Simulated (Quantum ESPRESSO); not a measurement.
# Collinear magnetic orders of Mn2Co3Ge with Quantum ESPRESSO

Does Mn2Co3Ge prefer parallel or opposed moments?

Method: PBEsol; plane waves with GBRV 1.5 PBEsol potentials, no spin-orbit coupling, in Quantum ESPRESSO 7.5.

### 1. The starting structure

Symmetry: P6_3/mmc, No. 194, hexagonal system. Conventional cell: a = 4.797 Å, b = 4.797 Å, c = 7.613 Å, α = 90.00°, β = 90.00°, γ = 120.00°. Mn has 9 Co at 2.74 to 2.78 Å and 3 Ge at 2.81 Å and 4 Mn at 2.82 to 2.94 Å nearest. Co has 4 Co at 2.30 to 2.50 Å and 2 Ge at 2.39 Å and 6 Mn at 2.74 to 2.78 Å nearest. Ge has 6 Co at 2.39 Å and 6 Mn at 2.81 Å nearest. Farther neighbours are not listed.

The cell comes from Materials Project 2023-11-01, a database of computed structures, and need not be the stable phase.

### 2. Run 1 (ferro ++++++++++)

The signs are those of the starting moments on the seeded atoms, the atoms that are given a moment.

pw.in

```
&CONTROL
  calculation = 'scf'
  prefix = 'pwscf'
  outdir = './tmp'
  pseudo_dir = './pseudo'
  disk_io = 'nowf'
/
&SYSTEM
  ibrav = 0
  nat = 12
  ntyp = 3
  ecutwfc = 40
  ecutrho = 280
  nbnd = 128
  occupations = 'smearing'
  smearing = 'fd'
  degauss = 0.00734986
  nspin = 2
  starting_magnetization(1) = 0.2333
  starting_magnetization(2) = 0.1176
  starting_magnetization(3) = 0
/
&ELECTRONS
  conv_thr = 2.4d-08
  electron_maxstep = 150
  mixing_beta = 0.3
/
ATOMIC_SPECIES
Mn     54.9380 mn_pbesol_v1.5.uspp.F.UPF
Co     58.9332 co_pbesol_v1.2.uspp.F.UPF
Ge     72.6300 ge_pbesol_v1.4.uspp.F.UPF
CELL_PARAMETERS angstrom
   4.7974218594    0.0000000000    0.0000000000
  -2.3987109297    4.1546892029    0.0000000000
   0.0000000000    0.0000000000    7.6126920000
ATOMIC_POSITIONS crystal
Mn      0.6666666700    0.3333333300    0.5650900000
Mn      0.6666666700    0.3333333300    0.9349100000
Mn      0.3333333300    0.6666666700    0.4349100000
Mn      0.3333333300    0.6666666700    0.0650900000
Co      0.6530800000    0.8265400000    0.7500000000
Co      0.3469200000    0.1734600000    0.2500000000
Co      0.8265400000    0.1734600000    0.2500000000
Co      0.1734600000    0.8265400000    0.7500000000
Co      0.8265400000    0.6530800000    0.2500000000
Co      0.1734600000    0.3469200000    0.7500000000
Ge      0.0000000000    0.0000000000    0.5000000000
Ge      0.0000000000    0.0000000000    0.0000000000
K_POINTS automatic
6 6 6 0 0 0
```

Command:

```sh
> OMP_NUM_THREADS=1 mpirun -n 4 pw.x -nk 4 -in pw.in > pw.out
```

What it wrote:

```text
Program PWSCF v.7.5 starts

     Message from routine setup:
     using ibrav=0 with symmetry is DISCOURAGED, use correct ibrav instead

     K-points division:     npool     =       4
     Subspace diagonalization in iterative solution of the eigenvalue problem:

     G-vector sticks info
     --------------------
     sticks:   dense  smooth     PW     G-vecs:    dense   smooth      PW
     Sum        1585     913    253                80957    35049    5479

     Using Slab Decomposition

     bravais-lattice index     =            0
     lattice parameter (alat)  =       9.0658  a.u.
     unit-cell volume          =    1023.9560 (a.u.)^3
     number of atoms/cell      =           12
     number of atomic types    =            3
     number of electrons       =       190.00
     number of Kohn-Sham states=          128
     kinetic-energy cutoff     =      40.0000  Ry
     charge density cutoff     =     280.0000  Ry
     scf convergence threshold =      2.4E-08
     mixing beta               =       0.3000
     number of iterations used =            8  plain     mixing
     Exchange-correlation= SLA  PW   PSX  PSC
                           (   1   4  10   8   0   0   0)

     celldm(1)=   9.065813  celldm(2)=   0.000000  celldm(3)=   0.000000
     celldm(4)=   0.000000  celldm(5)=   0.000000  celldm(6)=   0.000000

     crystal axes: (cart. coord. in units of alat)
               a(1) = (   1.000000   0.000000   0.000000 )
               a(2) = (  -0.500000   0.866025   0.000000 )
               a(3) = (   0.000000   0.000000   1.586830 )

     reciprocal axes: (cart. coord. in units 2 pi/alat)
               b(1) = (  1.000000  0.577350 -0.000000 )
               b(2) = (  0.000000  1.154701  0.000000 )
               b(3) = (  0.000000 -0.000000  0.630187 )

     PseudoPot. # 1 for Mn read from file:
     mn_pbesol_v1.5.uspp.F.UPF
     Pseudo is Ultrasoft + core correction, Zval = 15.0
     Generated by new atomic code, or converted to UPF format
     Using radial grid of  859 points,  6 beta functions with:
                l(1) =   0
                l(2) =   0
                l(3) =   1
                l(4) =   1
                l(5) =   2
                l(6) =   2
     Q(r) pseudized with  8 coefficients,  rinner =    0.950   0.950   0.950
                                                       0.950   0.950

     PseudoPot. # 2 for Co read from file:
     co_pbesol_v1.2.uspp.F.UPF
     Pseudo is Ultrasoft + core correction, Zval = 17.0
     Generated by new atomic code, or converted to UPF format
     Using radial grid of  863 points,  6 beta functions with:
                l(1) =   0
                l(2) =   0
                l(3) =   1
                l(4) =   1
                l(5) =   2
                l(6) =   2
     Q(r) pseudized with  8 coefficients,  rinner =    1.200   1.200   1.200
                                                       1.200   1.200

     PseudoPot. # 3 for Ge read from file:
     ge_pbesol_v1.4.uspp.F.UPF
     Pseudo is Ultrasoft + core correction, Zval = 14.0
     Generated by new atomic code, or converted to UPF format
     Using radial grid of  873 points,  6 beta functions with:
                l(1) =   0
                l(2) =   0
                l(3) =   1
                l(4) =   1
                l(5) =   2
                l(6) =   2
     Q(r) pseudized with  8 coefficients,  rinner =    1.400   1.400   1.400
                                                       1.400   1.400

     atomic species   valence    mass     pseudopotential
     Mn               15.00    54.93800     Mn( 1.00)
     Co               17.00    58.93320     Co( 1.00)
     Ge               14.00    72.63000     Ge( 1.00)

     Starting magnetic structure
     atomic species   magnetization
     Mn              0.233
     Co              0.118
     Ge              0.000

     24 Sym. Ops., with inversion, found (12 have fractional translation)

   Cartesian axes

     site n.     atom                  positions (alat units)
         1        Mn     tau(   1) = (   0.5000000   0.2886751   0.8967017  )
         2        Mn     tau(   2) = (   0.5000000   0.2886751   1.4835431  )
         3        Mn     tau(   3) = (  -0.0000000   0.5773503   0.6901282  )
         4        Mn     tau(   4) = (  -0.0000000   0.5773503   0.1032868  )
         5        Co     tau(   5) = (   0.2398100   0.7158046   1.1901224  )
         6        Co     tau(   6) = (   0.2601900   0.1502208   0.3967075  )
         7        Co     tau(   7) = (   0.7398100   0.1502208   0.3967075  )
         8        Co     tau(   8) = (  -0.2398100   0.7158046   1.1901224  )
         9        Co     tau(   9) = (   0.5000000   0.5655839   0.3967075  )
        10        Co     tau(  10) = (   0.0000000   0.3004415   1.1901224  )
        11        Ge     tau(  11) = (   0.0000000   0.0000000   0.7934149  )
        12        Ge     tau(  12) = (   0.0000000   0.0000000   0.0000000  )

     number of k points=    28  Fermi-Dirac smearing, width (Ry)=  0.0073
                       cart. coord. in units 2pi/alat
        k(    1) = (   0.0000000   0.0000000   0.0000000), wk =   0.0046296
        k(    2) = (   0.0000000   0.0000000   0.1050312), wk =   0.0092593
        k(    3) = (   0.0000000   0.0000000   0.2100624), wk =   0.0092593
        k(    4) = (   0.0000000   0.0000000  -0.3150937), wk =   0.0046296
        k(    5) = (   0.0000000   0.1924501   0.0000000), wk =   0.0277778
        [... 23 further k-points ...]

     Dense  grid:    80957 G-vectors     FFT dimensions: (  50,  50,  80)

     Smooth grid:    35049 G-vectors     FFT dimensions: (  40,  40,  60)

     Check: negative core charge=   -0.000052
     Generating pointlists ...
     new r_m :   0.2358 (alat units)  2.1374 (a.u.) for type    1
     new r_m :   0.1978 (alat units)  1.7936 (a.u.) for type    2
     new r_m :   0.2053 (alat units)  1.8610 (a.u.) for type    3

     Initial potential from superposition of free atoms

     starting charge     181.9980, renormalised to     190.0000
     Starting wfcs are  148 randomized atomic wfcs

     Self-consistent Calculation

     iteration #  1     ecut=    40.00 Ry     beta= 0.30
     Davidson diagonalization with overlap
     ethr =  1.00E-02,  avg # of iterations =  2.2

     total energy              =   -3047.90225511 Ry
     estimated scf accuracy    <      45.21014632 Ry

     total magnetization       =    18.65 Bohr mag/cell
     absolute magnetization    =    18.94 Bohr mag/cell

     iteration #  2     ecut=    40.00 Ry     beta= 0.30
     Davidson diagonalization with overlap
     ethr =  1.00E-02,  avg # of iterations =  3.0

     total energy              =   -3052.39862888 Ry
     estimated scf accuracy    <     101.38782371 Ry

     total magnetization       =     4.17 Bohr mag/cell
     absolute magnetization    =     4.49 Bohr mag/cell

     iteration #  3     ecut=    40.00 Ry     beta= 0.30
     Davidson diagonalization with overlap
     ethr =  1.00E-02,  avg # of iterations =  2.0

     total energy              =   -3058.07427589 Ry
     estimated scf accuracy    <      22.20592150 Ry

     total magnetization       =    19.08 Bohr mag/cell
     absolute magnetization    =    20.15 Bohr mag/cell

     [... further iterations left out ...]

     iteration # 19     ecut=    40.00 Ry     beta= 0.30
     Davidson diagonalization with overlap
     ethr =  8.78E-09,  avg # of iterations =  1.1

     total energy              =   -3060.34185234 Ry
     estimated scf accuracy    <       0.00000608 Ry

     total magnetization       =    22.35 Bohr mag/cell
     absolute magnetization    =    23.79 Bohr mag/cell

     iteration # 20     ecut=    40.00 Ry     beta= 0.30
     Davidson diagonalization with overlap
     ethr =  3.20E-09,  avg # of iterations =  1.5

     total energy              =   -3060.34185318 Ry
     estimated scf accuracy    <       0.00000005 Ry

     total magnetization       =    22.35 Bohr mag/cell
     absolute magnetization    =    23.79 Bohr mag/cell

     iteration # 21     ecut=    40.00 Ry     beta= 0.30
     Davidson diagonalization with overlap
     ethr =  2.86E-11,  avg # of iterations =  2.3

     total energy              =   -3060.34185325 Ry
     estimated scf accuracy    <       0.00000003 Ry

     total magnetization       =    22.35 Bohr mag/cell
     absolute magnetization    =    23.79 Bohr mag/cell

     iteration # 22     ecut=    40.00 Ry     beta= 0.30
     Davidson diagonalization with overlap
     ethr =  1.56E-11,  avg # of iterations =  2.1

     Magnetic moment per site  (integrated on atomic sphere of radius R)
     atom   1 (R=0.236)  charge= 13.6082  magn=  3.4607
     atom   2 (R=0.236)  charge= 13.6082  magn=  3.4607
     atom   3 (R=0.236)  charge= 13.6082  magn=  3.4607
     atom   4 (R=0.236)  charge= 13.6082  magn=  3.4607
     atom   5 (R=0.198)  charge= 15.1960  magn=  1.4759
     atom   6 (R=0.198)  charge= 15.1960  magn=  1.4759
     atom   7 (R=0.198)  charge= 15.1960  magn=  1.4759
     atom   8 (R=0.198)  charge= 15.1960  magn=  1.4759
     atom   9 (R=0.198)  charge= 15.1960  magn=  1.4759
     atom  10 (R=0.198)  charge= 15.1960  magn=  1.4759
     atom  11 (R=0.205)  charge= 11.7575  magn= -0.0802
     atom  12 (R=0.205)  charge= 11.7575  magn= -0.0802

     End of self-consistent calculation

     [... lines left out ...]
     the Fermi energy is    16.2635 ev

!    total energy              =   -3060.34185327 Ry
     estimated scf accuracy    <          1.9E-09 Ry
     smearing contrib. (-TS)   =      -0.03170753 Ry
     internal energy E=F+TS    =   -3060.31014574 Ry

     The total energy is F=E-TS. E is the sum of the following terms:
     one-electron contribution =   -1624.11258491 Ry
     hartree contribution      =     933.39193782 Ry
     xc contribution           =    -415.16725313 Ry
     ewald contribution        =   -1954.42224552 Ry

     total magnetization       =    22.35 Bohr mag/cell
     absolute magnetization    =    23.79 Bohr mag/cell

     convergence has been achieved in  22 iterations

=------------------------------------------------------------------------------=
   JOB DONE.
=------------------------------------------------------------------------------=
```

It took 6.5 min on 4 MPI ranks of Arm Neoverse V2, shared host; peak memory 1.2 GiB; 26 min of CPU time.

Spin moment in the atom's sphere by atom:

```csv
atom,spin moment in the atom's sphere (μB)
Mn1,3.46
Mn2,3.46
Mn3,3.46
Mn4,3.46
Co5,1.48
Co6,1.48
Co7,1.48
Co8,1.48
Co9,1.48
Co10,1.48
Ge11,-0.08
Ge12,-0.08
```

This step gave:

```yaml
smearing_term_ts: 0.4314 eV
magnetization: 22.35 μB
absolute_magnetization: 23.80 μB
final_state: ferromagnetic
```

Spin density in the ac plane at fractional y = 0.333, with atoms of Mn and Co within 0.2 Å of it.

Values in e/Å³, 22 rows by 14 columns, each cell a mean:
```
0.0 0.0 0.0 0.0 0.0 0.0 0.1 0.5 2.2 4.6 2.9 0.7 0.1 0.0
0.0 0.0 0.0 0.0 0.0 0.0 0.1 0.6 2.6 5.0 3.3 0.8 0.1 0.0
0.0 0.0 0.0 0.0 0.0 0.0 0.1 0.3 1.0 2.1 1.3 0.4 0.1 0.0
0.0 0.2 0.4 0.3 0.1 0.0 0.0 0.1 0.2 0.4 0.3 0.1 0.0 0.0
0.2 1.1 2.3 1.5 0.3 0.0 0.0 0.0 0.1 0.1 0.1 0.0 0.0 0.0
0.2 1.6 3.8 2.2 0.3 0.0 0.0 0.0 0.0 0.1 0.0 0.0 0.0 0.0
0.1 0.5 0.9 0.6 0.1 0.0 0.0 0.0 0.1 0.2 0.1 0.1 0.0 0.0
0.0 0.1 0.1 0.1 0.0 0.0 0.0 0.2 0.5 1.0 0.7 0.2 0.0 0.0
0.0 0.0 0.0 0.0 0.0 0.0 0.1 0.4 2.0 4.0 2.5 0.6 0.1 0.0
0.0 0.0 0.0 0.0 0.0 0.0 0.1 0.6 2.7 5.2 3.5 0.9 0.1 0.0
0.0 0.0 0.0 0.0 0.0 0.0 0.1 0.3 1.3 2.7 1.6 0.5 0.1 0.0
0.0 0.0 0.0 0.0 0.0 0.0 0.0 0.1 0.2 0.4 0.3 0.1 0.0 0.0
0.0 0.0 0.0 0.0 0.0 0.0 0.0 0.0 0.0 0.1 0.0 0.0 0.0 0.0
0.0 0.0 0.0 0.0 0.0 0.0 0.0 0.0 0.0 0.0 0.0 0.0 0.0 0.0
0.0 0.0 0.0 0.0 0.0 0.0 0.0 0.0 0.0 0.0 0.0 0.0 0.0 0.0
0.1 0.0 0.0 0.0 0.0 0.2 0.2 0.1 0.0 0.0 0.0 0.1 0.1 0.2
0.1 0.0 0.0 0.0 0.1 0.2 0.2 0.1 0.0 0.0 0.0 0.1 0.2 0.2
0.0 0.0 0.0 0.0 0.0 0.1 0.1 0.0 0.0 0.0 0.0 0.0 0.1 0.1
0.0 0.0 0.0 0.0 0.0 0.0 0.0 0.0 0.0 0.0 0.0 0.0 0.0 0.0
0.0 0.0 0.0 0.0 0.0 0.0 0.0 0.0 0.0 0.0 0.0 0.0 0.0 0.0
0.0 0.0 0.0 0.0 0.0 0.0 0.0 0.0 0.1 0.2 0.1 0.1 0.0 0.0
0.0 0.0 0.0 0.0 0.0 0.0 0.0 0.2 0.6 1.2 0.7 0.3 0.1 0.0
```
Columns run along a (4.8 Å), rows up along c (7.6 Å). Atoms in or near the plane, at fractional coordinates: Mn at (0.67, 0.57), Mn at (0.67, 0.93), Co at (0.17, 0.75).

Valence density in the ac plane at fractional y = 0.333, with atoms of Mn and Co within 0.2 Å of it. It is the smooth field of the valence electrons, not physical close to the nuclei.

Values in e/Å³, 22 rows by 14 columns, each cell a mean:
```
 0  0  0  0  0  0  0  2 10 17 13  3  0  0
 0  0  0  0  0  0  0  2 12 16 14  3  0  0
 0  0  1  0  0  0  0  1  4  9  6  1  0  0
 1  2  4  3  1  0  0  0  1  1  1  0  0  0
 1 11 24 15  2  0  0  0  0  0  0  0  0  0
 2 15 36 21  3  0  0  0  0  0  0  0  0  0
 1  5 11  7  1  0  0  0  0  0  0  0  0  0
 0  1  1  1  0  0  0  1  2  4  2  1  0  0
 0  0  0  0  0  0  0  2  9 15 11  2  0  0
 0  0  0  0  0  0  0  2 12 15 15  3  0  0
 0  0  0  0  0  0  0  1  5 12  7  2  0  0
 0  0  0  0  0  0  0  0  1  1  1  0  0  0
 0  0  0  0  0  0  0  0  0  0  0  0  0  0
 0  0  0  0  0  0  0  0  0  0  0  0  0  0
 0  0  0  0  0  1  1  0  0  0  0  0  1  1
 1  0  0  0  1  1  2  1  0  0  0  1  2  1
 1  0  0  0  1  2  2  1  1  0  0  1  2  2
 0  0  0  0  0  1  1  1  0  0  0  1  1  1
 0  0  0  0  0  0  0  0  0  0  0  0  0  0
 0  0  0  0  0  0  0  0  0  0  0  0  0  0
 0  0  0  0  0  0  0  0  0  1  0  0  0  0
 0  0  0  0  0  0  0  1  2  5  3  1  0  0
```
Columns run along a (4.8 Å), rows up along c (7.6 Å). Atoms in or near the plane, at fractional coordinates: Mn at (0.67, 0.57), Mn at (0.67, 0.93), Co at (0.17, 0.75).

### 3. Run 2 (antiferro ++−−++−−−+)

pw.in

```
&CONTROL
  calculation = 'scf'
  prefix = 'pwscf'
  outdir = './tmp'
  pseudo_dir = './pseudo'
  disk_io = 'nowf'
/
&SYSTEM
  ibrav = 0
  nat = 12
  ntyp = 5
  ecutwfc = 40
  ecutrho = 280
  nbnd = 115
  occupations = 'smearing'
  smearing = 'fd'
  degauss = 0.00734986
  nspin = 2
  starting_magnetization(1) = 0.2333
  starting_magnetization(2) = -0.2333
  starting_magnetization(3) = 0.1176
  starting_magnetization(4) = -0.1176
  starting_magnetization(5) = 0
/
&ELECTRONS
  conv_thr = 2.4d-08
  electron_maxstep = 150
  mixing_beta = 0.3
/
ATOMIC_SPECIES
Mn1    54.9380 mn_pbesol_v1.5.uspp.F.UPF
Mn2    54.9380 mn_pbesol_v1.5.uspp.F.UPF
Co1    58.9332 co_pbesol_v1.2.uspp.F.UPF
Co2    58.9332 co_pbesol_v1.2.uspp.F.UPF
Ge     72.6300 ge_pbesol_v1.4.uspp.F.UPF
CELL_PARAMETERS angstrom
   4.7974218594    0.0000000000    0.0000000000
  -2.3987109297    4.1546892029    0.0000000000
   0.0000000000    0.0000000000    7.6126920000
ATOMIC_POSITIONS crystal
Mn1     0.6666666700    0.3333333300    0.5650900000
Mn1     0.6666666700    0.3333333300    0.9349100000
Mn2     0.3333333300    0.6666666700    0.4349100000
Mn2     0.3333333300    0.6666666700    0.0650900000
Co1     0.6530800000    0.8265400000    0.7500000000
Co1     0.3469200000    0.1734600000    0.2500000000
Co2     0.8265400000    0.1734600000    0.2500000000
Co2     0.1734600000    0.8265400000    0.7500000000
Co2     0.8265400000    0.6530800000    0.2500000000
Co1     0.1734600000    0.3469200000    0.7500000000
Ge      0.0000000000    0.0000000000    0.5000000000
Ge      0.0000000000    0.0000000000    0.0000000000
K_POINTS automatic
6 6 6 0 0 0
```

What it wrote:

```text
     [... lines left out ...]
Program PWSCF v.7.5 starts
     [... lines left out ...]
     number of atoms/cell      =           12
     [... lines left out ...]
     number of electrons       =       190.00
     number of Kohn-Sham states=          115
     kinetic-energy cutoff     =      40.0000  Ry
     charge density cutoff     =     280.0000  Ry
     scf convergence threshold =      2.4E-08
     [... lines left out ...]
      2 Sym. Ops. (no inversion) found ( 1 have fractional translation)
     [... lines left out ...]
     number of k points=    80  Fermi-Dirac smearing, width (Ry)=  0.0073
     [... lines left out ...]
     iteration # 94     ecut=    40.00 Ry     beta= 0.30
     [... lines left out ...]
[key lines of the parts left out:]
total energy              =   -3060.29074767 Ry
total magnetization       =     0.40 Bohr mag/cell
```

Wall time 67 min (4 MPI ranks); peak memory 2 GiB.

Residual by cycle:

cycle, log10 residual and a bar from the least value:
```
        1        2.8 ##############################
        9        1.5 #######################
       18        0.0 ###############
       26       -1.2 #########
       34       -0.2 ##############
       43       -0.8 ###########
       51       -0.7 ############
       60       -0.8 ###########
       68       -1.0 ##########
       76       -1.3 ########
       85       -2.0 #####
       93       -2.9
```

The run was cut off at its time limit.

After 93 cycles the residual stands at 0.0014.

### 4. Start 3: antiferro +−−++++−−−

pw.in, as its differences from that of step 3:

```diff
@@ -41,11 +41,11 @@
 Mn1     0.6666666700    0.3333333300    0.5650900000
-Mn1     0.6666666700    0.3333333300    0.9349100000
+Mn2     0.6666666700    0.3333333300    0.9349100000
 Mn2     0.3333333300    0.6666666700    0.4349100000
-Mn2     0.3333333300    0.6666666700    0.0650900000
+Mn1     0.3333333300    0.6666666700    0.0650900000
 Co1     0.6530800000    0.8265400000    0.7500000000
 Co1     0.3469200000    0.1734600000    0.2500000000
-Co2     0.8265400000    0.1734600000    0.2500000000
+Co1     0.8265400000    0.1734600000    0.2500000000
 Co2     0.1734600000    0.8265400000    0.7500000000
 Co2     0.8265400000    0.6530800000    0.2500000000
-Co1     0.1734600000    0.3469200000    0.7500000000
+Co2     0.1734600000    0.3469200000    0.7500000000
 Ge      0.0000000000    0.0000000000    0.5000000000
```

What it wrote:

```text
     [... lines left out ...]
Program PWSCF v.7.5 starts
     [... lines left out ...]
     number of atoms/cell      =           12
     [... lines left out ...]
     number of electrons       =       190.00
     number of Kohn-Sham states=          115
     kinetic-energy cutoff     =      40.0000  Ry
     charge density cutoff     =     280.0000  Ry
     scf convergence threshold =      2.4E-08
     [... lines left out ...]
     No symmetry found
     [... lines left out ...]
     number of k points=   112  Fermi-Dirac smearing, width (Ry)=  0.0073
     [... lines left out ...]
     iteration # 39     ecut=    40.00 Ry     beta= 0.30
     [... lines left out ...]
[key lines of the parts left out:]
total energy              =   -3060.31578971 Ry
total magnetization       =     0.01 Bohr mag/cell
```

The job ended after 36 min (4 MPI ranks; peak memory 2.5 GiB).

Residual by cycle:

cycle, log10 residual and a bar from the least value:
```
        1        2.8 ##############################
        4        2.4 ###########################
        8        1.1 ##################
       11        1.4 #####################
       14        0.1 ###########
       18       -0.9 ####
       21       -1.1 ###
       25       -1.2 ###
       28       -1.5 #
       31       -1.5 
       35       -1.4 #
       38       -1.5 #
```

The run was cut off at its time limit.

After 38 cycles the residual stands at 0.035.

### 5. Outcome

* state of the parallel start: ferromagnetic (from ferro ++++++++++)
* largest site moment: 3.46 μB

In words: No opposed start converged, so the orders are not ranked. Energies are free energies at an electronic temperature of 1160 K, which lowers moments and differences where the moments are itinerant.

[Logs and program files are shortened in this print: banners, set-up blocks, solver, clock and traceback lines can be left out without a mark of their own.]

[Logs are printed without paths, hosts, clocks, repeated set-up lines and the standing remarks that a program may print on its own settings, such as how far it seeks lower states.]

[Hosts, paths, dates, database ids (printed as entryN), source tags and the programs' standing remarks are cut or masked in the printed files.]

[Where a cell is said to come from a database of computed structures, the database is the Materials Project.]
